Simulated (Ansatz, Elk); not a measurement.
**Bonding as seen by X-rays: BiH3**

The structure of BiH3 used here is made up (a known structure type with other elements) and was relaxed beforehand with PBEsol. The aim is the Fourier transform of its all-electron density, F(hkl), set beside the sum over free spherical atoms that refinements use.

Program: Elk 11.2.3 (patched build). Level of theory: DFT, PBE, all-electron APW+lo, Dirac cores, scalar-relativistic bands, static density, no spin. Results are calculated unless marked as measured.

The structure was built from a prototype and need not be the compound's stable phase.

**1. Set-up**

The structure is hexagonal, space group P6_3/mmc (No. 194). Conventional cell: a = 3.782 Å, b = 3.782 Å, c = 6.220 Å, α = 90.00°, β = 90.00°, γ = 120.00°. Nearest to Bi lie 2 H at 2.10 Å. Nearest to H lie 1 H at 2.02 Å and 1 Bi at 2.10 Å. H has 6 H at 2.25 Å nearest. Farther neighbours are not listed.

**2. Ground state and structure factors**

An all-electron density is needed, since X-rays see the cores too. Task 0 finds the density and task 195 Fourier-transforms it; tshift is off so that phases refer to the origin typed.

Input file elk.in:

```
tasks
  0
  195

xctype
  20

spinpol
  .false.

rgkmax
  7.0

gmaxvr
  14.0

lmaxo
  7

lmaxapw
  8

swidth
  0.002

tshift
  .false.

ramdisk
  .false.

hmaxvr
  5.5

maxscl
  120

epspot
  1e-06

sppath
  './'

avec
  7.14742990407 -0.00000000000 0.00000000000
  -3.57371495203 6.18985586869 0.00000000000
  0.00000000000 0.00000000000 11.75401306455

atoms
  2
  'Bi.in'
  2
  0.3333333333 0.6666666667 0.2500000000   0.000000 0.000000 0.000000
  0.6666666667 0.3333333333 0.7500000000   0.000000 0.000000 0.000000
  'H.in'
  6
  0.6666666667 0.3333333333 0.0877181454   0.000000 0.000000 0.000000
  0.3333333333 0.6666666667 0.9122818546   0.000000 0.000000 0.000000
  0.3333333333 0.6666666667 0.5877181454   0.000000 0.000000 0.000000
  0.6666666667 0.3333333333 0.4122818546   0.000000 0.000000 0.000000
  -0.0000000000 0.0000000000 0.5000000000   0.000000 0.000000 0.000000
  -0.0000000000 0.0000000000 -0.0000000000   0.000000 0.000000 0.000000

ngridk
  7 7 4
```

The run is started by

```bash
OMP_NUM_THREADS=4 elk
```

Numbers of over 12 decimals in the logs are rounded to 6 here.

What it wrote:

```text
┌─────────────────────────┐
│ Elk code version 11.2.3 │
└─────────────────────────┘

All units are atomic (Hartree, Bohr, etc.)

┌─────────────────────────────────────────────────┐
│ Ground-state run starting from atomic densities │
└─────────────────────────────────────────────────┘

Lattice vectors :
   7.147429904      -0.000000000       0.000000000
  -3.573714952       6.189855869       0.000000000
   0.000000000       0.000000000       11.75401306

Reciprocal lattice vectors :
  0.8790831658      0.5075389024      -0.000000000
   0.000000000       1.015077805      -0.000000000
  -0.000000000      -0.000000000      0.5345566040

Unit cell volume      :    520.0158853
Brillouin zone volume :   0.4770050694

Muffin-tin inner radius fraction :   0.1000000000E-01

Nuclei treated as point charges

Species : 1 (Bi)
 parameters loaded from : Bi.in
 name : bismuth
 nuclear charge    :   -83.00000000
 electronic charge :    83.00000000
 atomic mass :    380947.9285
 muffin-tin radius :    2.613028995
 number of radial points in muffin-tin :   1393
 inner part over the whole radius :   0.9937223857E-02
 number on inner part of muffin-tin    :    999
 approximate nuclear radius :   0.1052171418E-03
 number of mesh points to nuclear radius :    528
 atomic positions (lattice), magnetic fields (Cartesian) :
  1 :   0.33333333 -0.33333333  0.25000000    0.00000000  0.00000000  0.00000000
  2 :  -0.33333333  0.33333333 -0.25000000    0.00000000  0.00000000  0.00000000

Species : 2 (H)
 parameters loaded from : H.in
 name : hydrogen
 nuclear charge    :   -1.000000000
 electronic charge :    1.000000000
 atomic mass :    1837.362221
 muffin-tin radius :    1.306514498
 number of radial points in muffin-tin :    393
 inner part over the whole radius :   0.9939309028E-02
 number on inner part of muffin-tin    :    258
 approximate nuclear radius :   0.2766748019E-04
 number of mesh points to nuclear radius :     78
 atomic positions (lattice), magnetic fields (Cartesian) :
  1 :  -0.33333333  0.33333333  0.08771815    0.00000000  0.00000000  0.00000000
  2 :   0.33333333 -0.33333333 -0.08771815    0.00000000  0.00000000  0.00000000
  3 :   0.33333333 -0.33333333 -0.41228185    0.00000000  0.00000000  0.00000000
  4 :  -0.33333333  0.33333333  0.41228185    0.00000000  0.00000000  0.00000000
  5 :   0.00000000  0.00000000  0.50000000    0.00000000  0.00000000  0.00000000
  6 :   0.00000000  0.00000000  0.00000000    0.00000000  0.00000000  0.00000000

Total number of atoms per unit cell :    8
Total muffin-tin volume :    205.5199520
 ratio of muffin-tin to unit cell volume :   0.3952186036

Spin treatment :
 spin-unpolarised

Number of Bravais lattice symmetries :   24
Number of crystal symmetries         :   24
Crystal has inversion symmetry
Real symmetric eigensolver will be used

k-point grid :      7     7     4
k-point offset :    0.000000000       0.000000000       0.000000000
k-point set is reduced with full crystal symmetry group
Total number of k-points :       24

Muffin-tin radius times maximum |G+k| :    7.000000000
 using average radius
Maximum |G+k| for APW functions       :    4.286213440
Maximum (1/2)|G+k|²                   :    9.185812828
Maximum |G| for potential and density :    14.00000000
Constant for pseudocharge density :    9
 order of it for each species :   16  16
 order of it for pair densities of each species (exact exchange by exxq0 0: 17) :   16   5
Radial integration step length :    1

G-vector grid sizes :     32    32    54
Number of G-vectors :    24065

Maximum angular momentum used for
 APW functions            :    8
 outer part of muffin-tin :    7
 inner part of muffin-tin :    2

Total nuclear charge    :   -172.0000000
Total core charge       :    136.0000000
Total valence charge    :    36.00000000
Total excess charge     :    0.000000000
Total electronic charge :    172.0000000

Effective Wigner radius, rₛ :   0.8970153016

Number of empty states         :     32
Total number of valence states :     51
[...]
(states/Hartree/unit cell)

Estimated indirect band gap :   0.4318831784E-02
 from k-point 9 to k-point 2
Estimated direct band gap   :   0.2342049028E-01
 at k-point 9

Charges :
 core                        :    136.0000000
 valence                     :    36.00000000
 interstitial                :    6.967386443
 muffin-tins (core leakage)
  species : 1 (Bi)
   atom 1                    :    80.24115266     (  0.1791018490E-02)
   atom 2                    :    80.24115266     (  0.1791018490E-02)
  species : 2 (H)
[...]
total in muffin-tins        :    165.0326136
 total calculated charge     :    171.9943534
 total charge                :    172.0000000
 error                       :   0.5646626975E-02

RMS change in Kohn-Sham potential (target) :    111.5245234     (  0.1000000000E-05)
Absolute change in total energy (target)   :   0.7775226724     (  0.1000000000E-03)

[... loops 3 to 19 left out ...]

┌──────────────────┐
│ Loop number : 20 │
└──────────────────┘

Energies :
 Fermi                       :     0.255420
 sum of occupied eigenvalues :     -26748.479878027
 electron kinetic            :      50495.914712220
 core electron kinetic       :      50196.054790678
 Coulomb                     :     -92862.748648384
 Coulomb potential           :     -76197.898791532
 nuclear-nuclear             :     -3162.6515042866
 electron-nuclear            :     -103243.45144201
 Hartree                     :      13543.354297910
 Madelung                    :     -54763.799252618
 xc potential                :     -1046.4957987152
 exchange                    :     -789.07498371721
 correlation                 :     -10.461793331204
 electron entropic           :    -0.63600251134757E-03
 total energy                :     -43166.371349215

Density of states at Fermi energy :    46.69828559
 (states/Hartree/unit cell)

Estimated indirect band gap :   0.2624599798E-02
 from k-point 10 to k-point 2
Estimated direct band gap   :   0.1376126528E-01
 at k-point 1

Charges :
 core                        :    136.0000000
 valence                     :    36.00000000
 interstitial                :    6.960929976
 muffin-tins (core leakage)
  species : 1 (Bi)
   atom 1                    :    80.55393798     (  0.1680832010E-02)
   atom 2                    :    80.55393798     (  0.1680832010E-02)
  species : 2 (H)
[...]
total in muffin-tins        :    165.0390700
 total calculated charge     :    171.9949532
 total charge                :    172.0000000
 error                       :   0.5046799322E-02

RMS change in Kohn-Sham potential (target) :   0.3971416995E-06 (  0.1000000000E-05)
Absolute change in total energy (target)   :   0.1719665306E-05 (  0.1000000000E-03)

Convergence targets achieved

┌──────────────────┐
│ Loop number : 21 │
└──────────────────┘

Energies :
 Fermi                       :     0.255420
 sum of occupied eigenvalues :     -26748.479877838
 electron kinetic            :      50495.914712345
 core electron kinetic       :      50196.054790787
 Coulomb                     :     -92862.748648430
 Coulomb potential           :     -76197.898791554
 nuclear-nuclear             :     -3162.6515042866
 electron-nuclear            :     -103243.45144207
 Hartree                     :      13543.354297925
 Madelung                    :     -54763.799252653
 xc potential                :     -1046.4957986297
 exchange                    :     -789.07498371788
 correlation                 :     -10.461793331190
 electron entropic           :    -0.63600251105812E-03
 total energy                :     -43166.371349136

Density of states at Fermi energy :    46.69828557
 (states/Hartree/unit cell)

Estimated indirect band gap :   0.2624599802E-02
 from k-point 10 to k-point 2
Estimated direct band gap   :   0.1376126528E-01
 at k-point 1

Charges :
 core                        :    136.0000000
 valence                     :    36.00000000
 interstitial                :    6.960929976
 muffin-tins (core leakage)
  species : 1 (Bi)
   atom 1                    :    80.55393798     (  0.1680832012E-02)
   atom 2                    :    80.55393798     (  0.1680832012E-02)
  species : 2 (H)
[...]
atom 4                    :   0.6826190602     (   0.000000000    )
   atom 5                    :   0.6003589093     (   0.000000000    )
   atom 6                    :   0.6003589093     (   0.000000000    )
 total in muffin-tins        :    165.0390700
 total calculated charge     :    171.9949532
 total charge                :    172.0000000
 error                       :   0.5046799325E-02

┌──────────────────────────────┐
│ Self-consistent loop stopped │
└──────────────────────────────┘

Warning : core states of species 1 leak from the muffin-tin :   0.1680832012E-02

Wrote STATE.OUT
```

Wall time 50 s (4 threads of Arm Neoverse V2, shared host); peak memory 0.2 GiB.

SFACRHO.OUT:

```text

h k l indices transformed by vhmat matrix:
   1.000000000       0.000000000       0.000000000    
   0.000000000       1.000000000       0.000000000    
   0.000000000       0.000000000       1.000000000    

      h      k      l  multipl.   |H|            Re(F)            Im(F)           |F|

      0      0      0      1   0.0000000       172.00000      0.81842825E-16   172.00000    
      0      0     -1      2  0.53455660      0.96410202E-14  0.47015711E-16  0.96411349E-14
      1      0      0      6   1.0150778      -74.060661      0.74074563E-14   74.060661    
      0      0      2      2   1.0691132      -143.82145     -0.72682455E-15   143.82145    
      1     -1      1      6   1.1472287       124.13765     -0.57479632E-13   124.13765    
     -1      1      1      6   1.1472287      -124.13765     -0.57422458E-13   124.13765    
      0      1      2      6   1.4742408       68.909965      0.70601521E-14   68.909965    
     -1      1      2      6   1.4742408       68.909965      0.28619693E-13   68.909965    
      0      0     -3      2   1.6036698     -0.14173991E-12 -0.27626156E-15  0.14174018E-12
      2     -1      0      6   1.7581663       132.67325     -0.59899083E-13   132.67325    
      1      1      1     12   1.8376342      0.11414179E-12 -0.10350991E-14  0.11414648E-12
      0     -1     -3      6   1.8979304      -111.21693      0.17946961E-13   111.21693    
     -1      0     -3      6   1.8979304       111.21693      0.50510052E-13   111.21693    
     -2      2      0      6   2.0301556      -62.152354     -0.57396438E-13   62.152354    
     -1      2      2     12   2.0577055      -122.48499     -0.11017145E-12   122.48499    
      2     -2      1      6   2.0993529      -105.76171      0.93912418E-13   105.76171    
     -2      0     -1      6   2.0993529       105.76171      0.93449699E-13   105.76171    
      0      0     -4      2   2.1382264       121.68672      0.38603996E-15   121.68672
```

Elk indexes on the primitive cell of elk.in and gives |H| = 4π sin θ/λ in inverse bohr. Below, one row stands for each form hkl of the conventional cell (m members, Friedel mates merged), F is for one primitive cell and the density is static (no thermal factor). Free-atom factors are Waasmaier and Kirfel's, and R is Σm||F|−|F'||/Σm|F|.

| hkl | m | sin θ/λ (Å⁻¹) | abs F, DFT | neutral atoms | diff. |
| --- | --- | --- | --- | --- | --- |
| 001 | 2 | 0.080 | 0.000 | 0.000 | +0.000 |
| 100 | 6 | 0.153 | 74.061 | 74.141 | -0.080 |
| 002 | 2 | 0.161 | 143.821 | 144.618 | -0.797 |
| 101 | 12 | 0.172 | 124.138 | 124.510 | -0.372 |
| 102 | 12 | 0.222 | 68.910 | 68.907 | +0.003 |
| 003 | 2 | 0.241 | 0.000 | 0.000 | +0.000 |
| 110 | 6 | 0.264 | 132.673 | 132.095 | +0.578 |
| 111 | 12 | 0.276 | 0.000 | 0.000 | +0.000 |
| 103 | 12 | 0.285 | 111.217 | 110.943 | +0.274 |
| 200 | 6 | 0.305 | 62.152 | 62.034 | +0.119 |
| 112 | 12 | 0.309 | 122.485 | 122.567 | -0.082 |
| 201 | 12 | 0.316 | 105.762 | 105.731 | +0.031 |
| 004 | 2 | 0.322 | 121.687 | 121.644 | +0.043 |
| 202 | 12 | 0.345 | 59.405 | 59.419 | -0.013 |
| 104 | 12 | 0.356 | 57.919 | 57.916 | +0.004 |
| 113 | 12 | 0.358 | 0.000 | 0.000 | +0.000 |
| 203 | 12 | 0.389 | 98.008 | 97.945 | +0.064 |
| 005 | 2 | 0.402 | 0.000 | 0.000 | +0.000 |
| 210 | 12 | 0.404 | 55.361 | 55.321 | +0.040 |
| 211 | 24 | 0.412 | 94.703 | 94.734 | -0.032 |
| 114 | 12 | 0.416 | 109.007 | 109.038 | -0.031 |
| 105 | 12 | 0.430 | 92.826 | 92.871 | -0.045 |

**3. The highest occupied states alone**

An energy window below the Fermi level keeps the highest occupied states, to see at which angles they scatter; shallow core shells can lie inside it and anion s states outside. No new self-consistency is needed.

elk.in: that of step 2 with these lines changed.

```diff
@@ -1,3 +1,2 @@
 tasks
-  0
   195
@@ -40,2 +39,5 @@
 
+wsfac
+  -0.112070 0.555420
+
 sppath
```

The run is started by

```bash
OMP_NUM_THREADS=4 elk
```

What it wrote:

```text
┌─────────────────────────────────┐
│ Elk code version 11.2.3 started │
└─────────────────────────────────┘

Info(readinput): the functional depends on the density's gradient
 muffin-tin radial points multiplied by    2.00000
 (not where nrmtscf is given)

┌────────────────────┐
│ Current task : 195 │
└────────────────────┘
Info(checkmt): changed muffin-tin radius of species 1 (Bi) from   2.8000 to   2.6130
Info(checkmt): changed muffin-tin radius of species 2 (H) from   1.4000 to   1.3065

Info(sfacrho): density structure factors written to SFACRHO.OUT

 Energy window :  -0.1120700000      0.5554200000

┌──────────────────┐
│ Elk code stopped │
└──────────────────┘
```

It took 6.6 s on 4 threads; peak memory 0.17 GiB.

States within 10 eV below the Fermi level hold 12.00 electrons; any levels below the window count with the cores. Their amplitudes can exceed the total, where window and core parts have opposite phase:

```
hkl  sin θ/λ (Å⁻¹)  abs F, window  abs F, all
001          0.080          0.000       0.000
100          0.153          0.434      74.061
002          0.161          1.896     143.821
101          0.172          0.668     124.138
102          0.222          0.489      68.910
003          0.241          0.000       0.000
110          0.264          2.182     132.673
111          0.276          0.000       0.000
103          0.285          0.994     111.217
200          0.305          0.027      62.152
```

**4. Another functional**

The difference from free atoms is small, so it is set against the change that PBEsol makes.

elk.in: that of step 3 with these lines changed.

```diff
@@ -1,2 +1,3 @@
 tasks
+  0
   195
@@ -4,3 +5,3 @@
 xctype
-  20
+  22
 
@@ -39,5 +40,2 @@
 
-wsfac
-  -0.112070 0.555420
-
 sppath
```

The run is started by

```bash
OMP_NUM_THREADS=4 elk
```

What it wrote:

```text
┌─────────────────────────┐
│ Elk code version 11.2.3 │
└─────────────────────────┘

All units are atomic (Hartree, Bohr, etc.)

┌─────────────────────────────────────────────────┐
│ Ground-state run starting from atomic densities │
└─────────────────────────────────────────────────┘

Lattice vectors :
   7.147429904      -0.000000000       0.000000000
  -3.573714952       6.189855869       0.000000000
   0.000000000       0.000000000       11.75401306

Reciprocal lattice vectors :
  0.8790831658      0.5075389024      -0.000000000
[...]
atom 2                    :    80.58168208     (  0.1697221727E-02)
  species : 2 (H)
[...]
atom 5                    :   0.5788782768     (   0.000000000    )
   atom 6                    :   0.5788782768     (   0.000000000    )
 total in muffin-tins        :    164.9684510
 total calculated charge     :    171.9949881
 total charge                :    172.0000000
 error                       :   0.5011861421E-02

┌──────────────────────────────┐
│ Self-consistent loop stopped │
└──────────────────────────────┘

Warning : core states of species 1 leak from the muffin-tin :   0.1697221727E-02

Wrote STATE.OUT
[key lines of the parts left out:]
total energy                :     -43154.904930126
```

It took 57 s on 4 threads; peak memory 0.19 GiB; 3.2 min of CPU time.

Against the first run R = 0.01 %; the largest change is -0.131 at 110.

**5. A coarser k-mesh**

About half the k-points along each axis test the sampling.

elk.in: that of step 4 with these lines changed.

```diff
@@ -5,3 +5,3 @@
 xctype
-  22
+  20
 
@@ -64,2 +64,2 @@
 ngridk
-  7 7 4
+  4 4 2
```

The run is started by

```bash
OMP_NUM_THREADS=4 elk
```

What it wrote:

```text
┌─────────────────────────┐
│ Elk code version 11.2.3 │
└─────────────────────────┘

All units are atomic (Hartree, Bohr, etc.)

┌─────────────────────────────────────────────────┐
│ Ground-state run starting from atomic densities │
└─────────────────────────────────────────────────┘

Lattice vectors :
   7.147429904      -0.000000000       0.000000000
  -3.573714952       6.189855869       0.000000000
   0.000000000       0.000000000       11.75401306

Reciprocal lattice vectors :
  0.8790831658      0.5075389024      -0.000000000
[...]
atom 2                    :    80.55094756     (  0.1680705744E-02)
  species : 2 (H)
[...]
atom 5                    :   0.6006894671     (   0.000000000    )
   atom 6                    :   0.6006894671     (   0.000000000    )
 total in muffin-tins        :    165.0268499
 total calculated charge     :    171.9949375
 total charge                :    172.0000000
 error                       :   0.5062519703E-02

┌──────────────────────────────┐
│ Self-consistent loop stopped │
└──────────────────────────────┘

Warning : core states of species 1 leak from the muffin-tin :   0.1680705744E-02

Wrote STATE.OUT
[key lines of the parts left out:]
total energy                :     -43166.368106119
```

Wall time 26 s (4 threads); peak memory 0.2 GiB.

Against the first run R = 0.00 %; the largest change is +0.065 at 002.

**6. Settings against the effect**

```
          run  R against the first run (%)  R against neutral atoms, low angle (%)  wall time
PBE, rgkmax 7                         0.00                                    0.26       50 s
       PBEsol                         0.01                                    0.22       57 s
 k-mesh 4×4×2                         0.00                                    0.26       26 s
```

**7. Summary of results**

```
R against neutral atoms, sin θ/λ < 0.3 Å⁻¹ : 0.26 %
R against neutral atoms, 0.3 to 0.82 Å⁻¹   : 0.06 %
```

In words: Independent neutral atoms miss the calculated amplitudes by R = 0.26 % below 0.3 Å⁻¹ and 0.06 % from there to 0.82 Å⁻¹; by shells, 0.26 % 0.15 to 0.3 (6 forms), 0.05 % 0.3 to 0.45 (13 forms), 0.07 % above 0.45 (65 forms). Bonding, aspherical density and the tables' own atoms all enter these figures, and the runs don't part them. The largest change of an amplitude is -0.80 electrons, at 002. The window's part falls from 12.0 electrons at the origin to at most 0.67 between 0.45 and 0.82 Å⁻¹. Below 0.3 Å⁻¹ the changes that finished (PBEsol and k-mesh 4×4×2) move F by R = 0.05 % at most, against the 0.26 % that separates it from free atoms. The basis has no finished test. Spin-orbit coupling is left out, which can matter for elements this heavy. Part of the difference isn't bonding: the tables are fits to free atoms and ions calculated by other methods than this functional. Thermal motion, anomalous dispersion and extinction are left out.

[Logs are printed without paths, hosts, clocks, repeated set-up lines and the standing remarks that a program may print on its own settings, such as how far it seeks lower states.]

[Hosts, paths, dates, database ids (printed as entryN), source tags and the programs' standing remarks are cut or masked in the printed files.]
